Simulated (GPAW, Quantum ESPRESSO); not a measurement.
## Cu K-edge XANES of YCu (Pm-3m)

Aim: the Cu K edge of YCu (Pm-3m) by two routes, a Lanczos recursion (XSpectra) and a sum over empty bands (GPAW), to see which features are robust.

Program: Quantum ESPRESSO 7.5. Level of theory: core-hole supercells, plane-wave PAW LDA (first program; GPAW 26.7.0 follows as the second). Results are calculated unless marked as measured.

### Step 1. Starting point

Symmetry: Pm-3m, No. 221, cubic system. Conventional cell: a = 3.458 Å, b = 3.458 Å, c = 3.458 Å, α = 90.00°, β = 90.00°, γ = 90.00°. Nearest to Y lie 8 Cu at 2.99 Å. Cu has 8 Y at 2.99 Å nearest. Farther neighbours are not listed.

### Step 2. Ground state of the crystal (Quantum ESPRESSO)

The ground state comes first: it tells whether the system has a gap, which decides how the excited electron is treated.

The PAW data sets are made with ld1.x, with reconstruction data.

scf.in

```
&control
   calculation='scf', prefix='x', pseudo_dir='../pp', outdir='tmp', tprnfor=.true.
/
&system
   ibrav=0, nat=2, ntyp=2, nbnd=15
   ecutwfc=61, ecutrho=340
   occupations='smearing', smearing='mv', degauss=0.015
/
&electrons
   conv_thr=2.0e-08, electron_maxstep=120
   mixing_beta=0.5
/
ATOMIC_SPECIES
Y 1.0 Y.lda-spn-kjpaw.UPF
Cu3 1.0 Cu.lda-dn-kjpaw.UPF
CELL_PARAMETERS angstrom
  3.45811539 0.00000000 0.00000000
  0.00000000 3.45811539 0.00000000
  0.00000000 0.00000000 3.45811539
ATOMIC_POSITIONS crystal
Y    0.00000000 0.00000000 0.00000000
Cu3  0.50000000 0.50000000 0.50000000
K_POINTS automatic
8 8 8 0 0 0
```

Launch:

```bash
OMP_NUM_THREADS=1 mpirun --oversubscribe --bind-to none -np 4 pw.x -nk 4 -in scf.in > scf.out
```

Log:

```text
     [... banner and references ...]
using ibrav=0 with symmetry is DISCOURAGED, use correct ibrav instead

     G-vector sticks info
     --------------------

     Using Slab Decomposition

     bravais-lattice index     =            0
     lattice parameter (alat)  =       6.5349  a.u.
     unit-cell volume          =     279.0712 (a.u.)^3
     number of atoms/cell      =            2
     number of atomic types    =            2
     number of electrons       =        22.00
     number of Kohn-Sham states=           15
     kinetic-energy cutoff     =      61.0000  Ry
     charge density cutoff     =     340.0000  Ry
     scf convergence threshold =      2.0E-08
     mixing beta               =       0.5000
     number of iterations used =            8  plain     mixing
     Exchange-correlation= SLA  PZ   NOGX NOGC
                           (   1   1   0   0   0   0   0)

     celldm(1)=   6.534891  celldm(2)=   0.000000  celldm(3)=   0.000000
     celldm(4)=   0.000000  celldm(5)=   0.000000  celldm(6)=   0.000000

     crystal axes: (cart. coord. in units of alat)
               a(1) = (   1.000000   0.000000   0.000000 )
               a(2) = (   0.000000   1.000000   0.000000 )
               a(3) = (   0.000000   0.000000   1.000000 )

     reciprocal axes: (cart. coord. in units 2 pi/alat)
               b(1) = (  1.000000  0.000000  0.000000 )
               b(2) = (  0.000000  1.000000  0.000000 )
               b(3) = (  0.000000  0.000000  1.000000 )

     ../pp/Y.lda-spn-kjpaw.UPF
     Pseudo is Projector augmented-wave + core cor, Zval = 11.0
     Shape of augmentation charge: PSQ
     Using radial grid of 1223 points,  6 beta functions with:
                l(1) =   0
                l(2) =   0
                l(3) =   1
                l(4) =   1
                l(5) =   2
                l(6) =   2
     Q(r) pseudized with 0 coefficients

     PseudoPot. #2 for Cu:     Pseudo is Projector augmented-wave + core cor, Zval = 11.0

     atomic species   valence    mass     pseudopotential
     Y                11.00     1.00000     Y ( 1.00)
     Cu3              11.00     1.00000     Cu( 1.00)

     48 Sym. Ops., with inversion, found

   Cartesian axes

     site n.     atom                  positions (alat units)
         1        Y      tau(   1) = (   0.0000000   0.0000000   0.0000000  )
         2        Cu3    tau(   2) = (   0.5000000   0.5000000   0.5000000  )

     number of k points=    35  Marzari-Vanderbilt smearing, width (Ry)=  0.0150
                       cart. coord. in units 2pi/alat
        k(    1) = (   0.0000000   0.0000000   0.0000000), wk =   0.0039062
        k(    2) = (   0.0000000   0.0000000   0.1250000), wk =   0.0234375
        k(    3) = (   0.0000000   0.0000000   0.2500000), wk =   0.0234375
        k(    4) = (   0.0000000   0.0000000   0.3750000), wk =   0.0234375
        k(    5) = (   0.0000000   0.0000000  -0.5000000), wk =   0.0117188
[...]
k(   33) = (   0.3750000   0.3750000  -0.5000000), wk =   0.0468750
        k(   34) = (   0.3750000  -0.5000000  -0.5000000), wk =   0.0234375
        k(   35) = (  -0.5000000  -0.5000000  -0.5000000), wk =   0.0039062

     Dense  grid:    29423 G-vectors     FFT dimensions: (  40,  40,  40)

     Smooth grid:    17845 G-vectors     FFT dimensions: (  36,  36,  36)

     Initial potential from superposition of free atoms

     starting charge      21.9964, renormalised to      22.0000
     Starting wfcs are   22 randomized atomic wfcs
     Checking if some PAW data can be deallocated...

     per-process dynamical memory:    45.7 Mb

     Self-consistent Calculation

     iteration #  1     ecut=    61.00 Ry     beta= 0.50
     Davidson diagonalization with overlap
     ethr =  1.00E-02,  avg # of iterations =  2.0

     Threshold (ethr) on eigenvalues was too large:
     Diagonalizing with lowered threshold

[...]
total energy              =    -482.91993194 Ry
     estimated scf accuracy    <       0.00000041 Ry

     iteration #  9     ecut=    61.00 Ry     beta= 0.50
     Davidson diagonalization with overlap
     ethr =  1.86E-09,  avg # of iterations =  2.2

     total energy              =    -482.91993204 Ry
     estimated scf accuracy    <       0.00000006 Ry

     iteration # 10     ecut=    61.00 Ry     beta= 0.50
     Davidson diagonalization with overlap
     ethr =  2.71E-10,  avg # of iterations =  2.2

     End of self-consistent calculation

          k = 0.0000 0.0000 0.0000 (  2205 PWs)   bands (ev):

   -31.4408 -11.2900 -11.2900 -11.2900   4.5631   7.4388   7.4388   8.1640
     8.1640   8.1640  11.5363  11.5363  15.8411  15.8411  15.8411

          k = 0.0000 0.0000 0.1250 (  2228 PWs)   bands (ev):

   -31.4355 -11.3610 -11.2842 -11.2842   4.8214   7.4923   7.5166   8.1555
     8.1555   8.1756  11.5208  11.5411  14.8978  14.8978  15.8384

          k = 0.0000 0.0000 0.2500 (  2252 PWs)   bands (ev):

   -31.4228 -11.5282 -11.2700 -11.2700   5.5456   7.6272   7.6943   8.1368
     8.1368   8.2038  11.1405  11.4792  13.8053  13.8053  15.8317

          k = 0.0000 0.0000 0.3750 (  2252 PWs)   bands (ev):

   -31.4099 -11.6898 -11.2559 -11.2559   6.5945   7.7718   7.8663   8.1207
     8.1207   8.2322   9.9568  11.4305  13.0824  13.0824  15.8248

          k = 0.0000 0.0000-0.5000 (  2240 PWs)   bands (ev):

   -31.4045 -11.7552 -11.2500 -11.2500   7.3841   7.8349   7.9982   8.1148
     8.1148   8.2441   8.9733  11.4079  12.8310  12.8310  15.8218

          k = 0.0000 0.1250 0.1250 (  2225 PWs)   bands (ev):

[...]
k = 0.0000 0.1250-0.5000 (  2232 PWs)   bands (ev):

[...]
k = 0.0000 0.2500-0.5000 (  2244 PWs)   bands (ev):

[...]
k = 0.0000 0.3750-0.5000 (  2240 PWs)   bands (ev):

[...]
k = 0.0000-0.5000-0.5000 (  2216 PWs)   bands (ev):

[...]
k = 0.1250 0.1250-0.5000 (  2228 PWs)   bands (ev):

[...]
k = 0.1250 0.2500-0.5000 (  2236 PWs)   bands (ev):

[...]
k = 0.1250 0.3750-0.5000 (  2242 PWs)   bands (ev):

[...]
k = 0.1250-0.5000-0.5000 (  2232 PWs)   bands (ev):

[...]
k = 0.2500 0.2500 0.3750 (  2243 PWs)   bands (ev):

[...]
k = 0.2500 0.2500-0.5000 (  2248 PWs)   bands (ev):

[...]
k = 0.2500 0.3750 0.3750 (  2259 PWs)   bands (ev):

[...]
k = 0.2500 0.3750-0.5000 (  2264 PWs)   bands (ev):

[...]
k = 0.2500-0.5000-0.5000 (  2268 PWs)   bands (ev):

[...]
k = 0.3750 0.3750 0.3750 (  2266 PWs)   bands (ev):

[...]
k = 0.3750 0.3750-0.5000 (  2252 PWs)   bands (ev):

   -31.3458 -11.6407 -11.5749 -11.5704   7.8192   7.8706   7.9353   8.2163
     8.2922   8.9827   9.8251   9.9786  14.0674  15.0670  15.3061

          k = 0.3750-0.5000-0.5000 (  2276 PWs)   bands (ev):

   -31.3408 -11.6319 -11.6319 -11.5646   7.8750   7.9114   7.9114   8.1884
     8.4629   9.2202   9.6703   9.6703  13.3933  15.2677  17.2521

          k =-0.5000-0.5000-0.5000 (  2272 PWs)   bands (ev):

   -31.3358 -11.6236 -11.6236 -11.6236   7.9305   7.9305   7.9305   8.4644
     8.4644   9.4203   9.4203   9.4203  12.5678  17.2754  17.2754

     the Fermi energy is    11.1846 ev

!    total energy              =    -482.91993204 Ry
     total all-electron energy =    -10068.047310 Ry
     estimated scf accuracy    <       0.00000001 Ry
     smearing contrib. (-TS)   =      -0.00094374 Ry
     internal energy E=F+TS    =    -482.91898830 Ry

     The total energy is F=E-TS. E is the sum of the following terms:
     one-electron contribution =     -56.14835109 Ry
     hartree contribution      =      48.32188896 Ry
     xc contribution           =     -61.59255856 Ry
     ewald contribution        =    -134.76804671 Ry
     one-center paw contrib.   =    -278.73192089 Ry

     convergence has been achieved in  10 iterations

     Forces acting on atoms (cartesian axes, Ry/au):

     atom    1 type  1   force =     0.00000000    0.00000000    0.00000000
     atom    2 type  2   force =     0.00000000    0.00000000    0.00000000

     Total force =     0.000000     Total SCF correction =     0.000000

     XML data file, charge density, pseudopotentials, collected wavefunctions

=------------------------------------------------------------------------------=
   JOB DONE.
=------------------------------------------------------------------------------=
```

The job ended after 6.1 s (4 MPI ranks of Arm Neoverse V2, shared host; peak memory 0.09 GiB; 24 s of CPU time).

Absorbing atoms carry a label of their own (element plus a letter or digit), as the spectrum program needs them as separate species.

The mesh shows no gap, so the system is treated as a metal and the core electron is put at the Fermi level (neutral cell).

### Step 3. Spectrum without a core hole, Cu atom 2 (Quantum ESPRESSO)

Without a hole the spectrum is the empty density of states of the right symmetry on the absorber, weighted by matrix elements. It needs only the small cell and serves as the baseline.

The absorber has 8 Y at 2.99 Å and 6 Cu at 3.46 Å (cube and octahedron, as in bcc, site symmetry m-3m).

xspectra.in

```
&input_xspectra
   calculation='xanes_dipole', edge='K'
   prefix='x', outdir='tmp', xiabs=2, xe0=11.1846
   xonly_plot=.false., x_save_file='xanes.sav'
   xniter=3000, xcheck_conv=20, xerror=0.005
   xcoordcrys=.false., xepsilon(1)=1, xepsilon(2)=0, xepsilon(3)=0
/
&plot
   xnepoint=413, xemin=-10, xemax=45, terminator=.true., cut_occ_states=.true.
   xgamma=0.4
/
&pseudos
   filecore='../Cu.wfc'
/
&cut_occ
   cut_desmooth=0.1, cut_stepl=0.05, cut_stepu=0.05, cut_ierror=1e-5
/
7 7 7 0 0 0
```

Launch:

```bash
OMP_NUM_THREADS=1 mpirun --oversubscribe --bind-to none -np 4 xspectra.x -nk 4 -in xspectra.in > xspectra.out
```

Log:

```text
     [... banner and references ...]
Reading input_file

     calculation: xanes_dipole

     xepsilon  [cartesian coordinates]:   1.000000   0.000000   0.000000

     xonly_plot: FALSE
        => complete calculation: Lanczos + spectrum plot

     filecore (core-wavefunction file): ../Cu.wfc

     main plot parameters:
        cut_occ_states: TRUE
        gamma_mode:  constant
        -> using xgamma [eV]:  0.40
        xemin [eV]: -10.00
        xemax [eV]:  45.00
        xnepoint:  413
        xe0 [eV]:  11.184600 (energy zero read in input file)

[...]
Results of STEP 1 successfully written in x_save_file
     x_save_file name:
     ->  xanes.sav
     x_save_file version:  2

     ... End STEP 1 ...

     ... Begin STEP 2 ...

     The spectrum is calculated using the following parameters:
        xe0 [eV]:   11.1846
        the occupied states are elimintate from the spectrum
        xemin [eV]: -10.00
        xemax [eV]:  45.00
        xnepoint:  413
        constant broadening parameter [eV]:    0.400
        Core level energy [eV]:  -8979.
         (from electron binding energy of neutral atoms in X-ray data booklet)

     Cross-section successfully written in xanes.dat

     ... End STEP 2 ...

                                END JOB XSpectra
```

The job ended after 26 s (4 MPI ranks; peak memory 0.07 GiB).

The core hole lives too briefly for so narrow a line (tabulated full width 1.6 eV). The run keeps xgamma small, and the tables are broadened afterwards: Lorentzian half width 0.78 eV up to 4 eV, rising linearly to 1.75 eV at 25 eV (not a setting of the program: the run's 0.4 eV curve was folded afterwards with a further Lorentzian).

The Cu K spectrum, Cu atom 2, no core hole (energy from the energy zero of the input (xe0, at the border of filled and empty states); intensity scaled to a mean of 1 over the first 20 eV; folded afterwards to Lorentzian half width 0.78 eV up to 4 eV, rising linearly to 1.75 eV at 25 eV; the points at xe0, where the cut of filled states can leave a spike, are interpolated):

```
E (eV)  intensity
  -2.0       0.11
  -1.5       0.14
  -1.0       0.18
  -0.5       0.26
   0.0       0.40
   0.5       0.53
   1.0       0.57
   1.5       0.61
   2.0       0.66
   2.5       0.66
   3.0       0.62
   3.5       0.58
   4.0       0.53
   4.5       0.51
   5.0       0.58
   5.5       0.70
   6.0       0.79
   6.5       0.83
   7.0       0.87
   7.5       0.91
   8.0       0.97
   8.5       1.10
   9.0       1.28
   9.5       1.44
  10.0       1.54
  10.5       1.55
  11.0       1.47
  11.5       1.38
  12.0       1.32
  12.5       1.27
  13.0       1.23
  13.5       1.22
  14.0       1.20
  14.5       1.19
  15.0       1.18
  15.5       1.18
  16.0       1.18
  16.5       1.17
  17.0       1.14
  17.5       1.10
  18.0       1.07
  18.5       1.06
  19.0       1.06
  19.5       1.07
  20.0       1.09
  20.5       1.13
  21.0       1.18
  21.5       1.24
  22.0       1.30
  22.5       1.33
  23.0       1.35
  23.5       1.36
  24.0       1.38
  24.5       1.42
  25.0       1.44
  25.5       1.45
  26.0       1.45
  26.5       1.45
  27.0       1.44
  27.5       1.43
  28.0       1.41
  28.5       1.39
  29.0       1.38
  29.5       1.38
  30.0       1.37
  30.5       1.37
  31.0       1.38
  31.5       1.40
  32.0       1.41
```

Main maxima below 30 eV (height): 2.3 eV (0.67), 10.3 eV (1.56) and 25.6 eV (1.45). A K edge sees empty p states on the absorber.

### Step 4. Supercell without a hole, the energy reference (Quantum ESPRESSO)

The photon energy needs a difference of total energies, so the cell and mesh of the coming hole run are first run without a hole.

scf.in

```
&control
   calculation='scf', prefix='x', pseudo_dir='../pp', outdir='tmp', tprnfor=.true.
/
&system
   ibrav=0, nat=8, ntyp=2, nbnd=54
   ecutwfc=61, ecutrho=340
   occupations='smearing', smearing='mv', degauss=0.015
/
&electrons
   conv_thr=8.0e-08, electron_maxstep=120
   mixing_beta=0.5
/
ATOMIC_SPECIES
Y 1.0 Y.lda-spn-kjpaw.UPF
Cu 1.0 Cu.lda-dn-kjpaw.UPF
CELL_PARAMETERS angstrom
  3.45811539 3.45811539 3.45811539
  -3.45811539 3.45811539 -3.45811539
  -3.45811539 -3.45811539 3.45811539
ATOMIC_POSITIONS crystal
Y    0.00000000 0.00000000 0.00000000
Y    0.00000000 0.50000000 0.50000000
Y    0.50000000 0.00000000 0.50000000
Y    0.50000000 0.50000000 0.00000000
Cu   0.50000000 0.00000000 0.00000000
Cu   0.50000000 0.50000000 0.50000000
Cu   0.00000000 0.00000000 0.50000000
Cu   0.00000000 0.50000000 0.00000000
K_POINTS automatic
5 5 5 0 0 0
```

Launch:

```bash
OMP_NUM_THREADS=1 mpirun --oversubscribe --bind-to none -np 4 pw.x -nk 4 -in scf.in > scf.out
```

Log:

```text
     [... banner and references ...]
[banner, memory and clock lines left out]
Found identity + (  0.0000 -0.5000 -0.5000) symmetry
     This is a supercell, fractional translations are disabled
     using ibrav=0 with symmetry is DISCOURAGED, use correct ibrav instead

     G-vector sticks info

     bravais-lattice index     =            0
     lattice parameter (alat)  =      11.3188  a.u.
     unit-cell volume          =    1116.2849 (a.u.)^3
[...]
atom    1 type  1   force =     0.00000000   -0.00000000   -0.00000000
     atom    2 type  1   force =     0.00000000   -0.00000000   -0.00000000
     atom    3 type  1   force =     0.00000000    0.00000000   -0.00000000
[...]
atom    7 type  2   force =     0.00000000   -0.00000000   -0.00000000
     atom    8 type  2   force =    -0.00000000    0.00000000   -0.00000000

     Total force =     0.000000     Total SCF correction =     0.000000

     XML data file, charge density, pseudopotentials, collected wavefunctions
[key lines of the parts left out:]
!    total energy              =   -1931.67637638 Ry
the Fermi energy is    11.0176 ev
convergence has been achieved in  11 iterations
```

Wall time 42 s (4 MPI ranks); peak memory 0.25 GiB.

Reference energy: -547931.003 eV with the cores included.

### Step 5. The atom with a core hole (Quantum ESPRESSO)

The final state has one core electron fewer, so a PAW data set is made for an atom with that hole.

Cu.lda-dn-kjpaw-1sch.ld1.in

```
&input
   title='Cu', zed=29., rel=1, iswitch=3, dft='PZ',
   config='1s1 2s2 2p6 3s2 3p6 4s2 4p0 3d10'
/
&inputp
   file_pseudopw='Cu.lda-dn-kjpaw-1sch.UPF', author='',
   lpaw=.true.,
   pseudotype=3,
   lloc=-1,
   rcloc=1.9,
   which_augfun='PSQ',
   rmatch_augfun_nc=.true.,
   nlcc=.true.,
   new_core_ps=.true.,
   rcore=1.0,
   tm=.true.,
   zval=12,
   lgipaw_reconstruction=.true., use_paw_as_gipaw=.true.
/
6
4S  1  0  2.00  0.00  1.17  2.10  0.0
4S  1  0  0.00  6.10  1.17  2.10  0.0
4P  2  1  0.00  0.00  1.17  2.10  0.0
4P  2  1  0.00  6.30  1.17  2.10  0.0
3D  3  2  10.00  0.00  1.17  1.80  0.0
3D  3  2  0.00  -0.20  1.17  1.80  0.0
```

Launch:

```bash
ld1.x < Cu.lda-dn-kjpaw-1sch.ld1.in > Cu.lda-dn-kjpaw-1sch.ld1.out
```

Log:

```text
     [... banner and references ...]
PAW data will be used for GIPAW calculation
     --------------------------- All-electron run ----------------------------

     Cu
     scalar relativistic calculation

     atomic number is 29.00
     dft =PZ   lsd =0 sic =0 latt =0  beta=0.20 tr2=1.0E-14
     Exchange-correlation= PZ
                           (   1   1   0   0   0   0   0)
     mesh =1199 r(mesh) = 100.25372 a.u. xmin = -7.00 dx = 0.01250
     1 Ry =  13.60569312 eV, c = 137.03599908

     n l     nl                  e(Ry)          e(Ha)          e(eV)
     1 0     1S 1( 1.00)      -673.7219      -336.8609     -9166.4529
     2 0     2S 1( 2.00)       -83.0473       -41.5236     -1129.9159
     2 1     2P 1( 6.00)       -73.5362       -36.7681     -1000.5110
[...]
3 2     3D 1(10.00)        -0.7898        -0.3949       -10.7453

     final scf error:  3.6E-15 reached in  23 iterations

     Etot =   -2643.535718 Ry,   -1321.767859 Ha,  -35967.135736 eV

     Ekin =    2675.040961 Ry,    1337.520480 Ha,   36395.786403 eV
     Encl =   -6539.748393 Ry,   -3269.874196 Ha,  -88977.809733 eV
     Eh   =    1335.868962 Ry,     667.934481 Ha,   18175.423154 eV
     Exc  =    -114.697248 Ry,     -57.348624 Ha,   -1560.535560 eV

     normalization and overlap integrals

     s(1S/1S) =  1.000000  <r> =   0.0517  <r2> =    0.0036  r(max) =   0.0341
     s(1S/2S) = -0.004157
     s(1S/3S) = -0.001547
     s(1S/4S) = -0.000367
     s(2S/2S) =  1.000000  <r> =   0.2298  <r2> =    0.0623  r(max) =   0.1935
[...]
s(2P/2P) =  1.000000  <r> =   0.1991  <r2> =    0.0486  r(max) =   0.1526
     s(2P/3P) = -0.000741
     s(2P/4P) = -0.000107
     s(3S/3S) =  1.000000  <r> =   0.6915  <r2> =    0.5532  r(max) =   0.5961
[...]
Encl =   -6539.748393 Ry,   -3269.874196 Ha,  -88977.809733 eV
     Eh   =    1335.868962 Ry,     667.934481 Ha,   18175.423154 eV
     Exc  =    -114.697248 Ry,     -57.348624 Ha,   -1560.535560 eV

     normalization and overlap integrals

[...]
s(2S/4S) = -0.000212
     s(2P/2P) =  1.000000  <r> =   0.1991  <r2> =    0.0486  r(max) =   0.1526
     s(2P/3P) = -0.000741
     s(2P/4P) = -0.000107
     s(3S/3S) =  1.000000  <r> =   0.6915  <r2> =    0.5532  r(max) =   0.5961
     s(3S/4S) = -0.000124
     s(3P/3P) =  1.000000  <r> =   0.7159  <r2> =    0.6064  r(max) =   0.5961
     s(3P/4P) = -0.000066
     s(4S/4S) =  1.000000  <r> =   2.6699  <r2> =    8.3652  r(max) =   2.1069
     s(4P/4P) =  1.000000  <r> =   4.1268  <r2> =   20.8534  r(max) =   3.0274
     s(3D/3D) =  1.000000  <r> =   0.9068  <r2> =    1.1188  r(max) =   0.5600

     ------------------------ End of All-electron run ------------------------

     ---------------------- Testing the pseudopotential ----------------------

     Cu
     scalar relativistic calculation

     atomic number is 29.00   valence charge is 12.00
     dft = SLA  PZ   NOGX NOGC   lsd =0 sic =0 latt =0  beta=0.20 tr2=1.0E-14
     mesh =1199 r(mesh) = 100.25372 xmin = -7.00 dx = 0.01250

     n l     nl             e AE (Ry)        e PS (Ry)    De AE-PS (Ry)
     1 0     4S   1( 2.00)       -0.44770       -0.44770        0.00000
     2 1     4P   1( 0.00)       -0.09469       -0.09469        0.00000
     3 2     3D   1(10.00)       -0.78977       -0.78977        0.00001

     eps = 8.1E-15  iter =  4

     Etot =   -2643.535718 Ry,   -1321.767859 Ha,  -35967.135736 eV
     Etotps =  -215.925849 Ry,    -107.962925 Ha,   -2937.820843 eV

     Ekin =     228.621191 Ry,     114.310595 Ha,    3110.549765 eV
     Encl =    -453.165261 Ry,    -226.582630 Ha,   -6165.627470 eV
     Ehrt =     123.315460 Ry,      61.657730 Ha,    1677.792311 eV
     Ecxc =    -114.697240 Ry,     -57.348620 Ha,   -1560.535448 eV
     (Ecc =     -19.984111 Ry,      -9.992055 Ha,    -271.897679 eV)

     ---------------------- End of pseudopotential test ----------------------
```

Elapsed: 0.69 s, on 1 MPI rank; peak memory 0.12 GiB.

Removing the core electron and adding it to the valence shell costs the free atom 8992.5 eV.

[end of part 1 of 4]

[Banner, clock and machine lines of the logs are left out without a mark of their own.]

[Logs are printed without paths, hosts, clocks, repeated set-up lines and the standing remarks that a program may print on its own settings, such as how far it seeks lower states.]

[Hosts, paths, dates, database ids (printed as entryN), source tags and the programs' standing remarks are cut or masked in the printed files.]

[Lists of maxima count a maximum above −3 eV only where it reaches 4 % of the highest in the window and stands out from its surroundings by 2 % of it (1.5 % where it reaches 55 %); shoulders and weaker maxima are passed over, and of the rest the first, up to two pre-edge ones and the few strongest are named.]
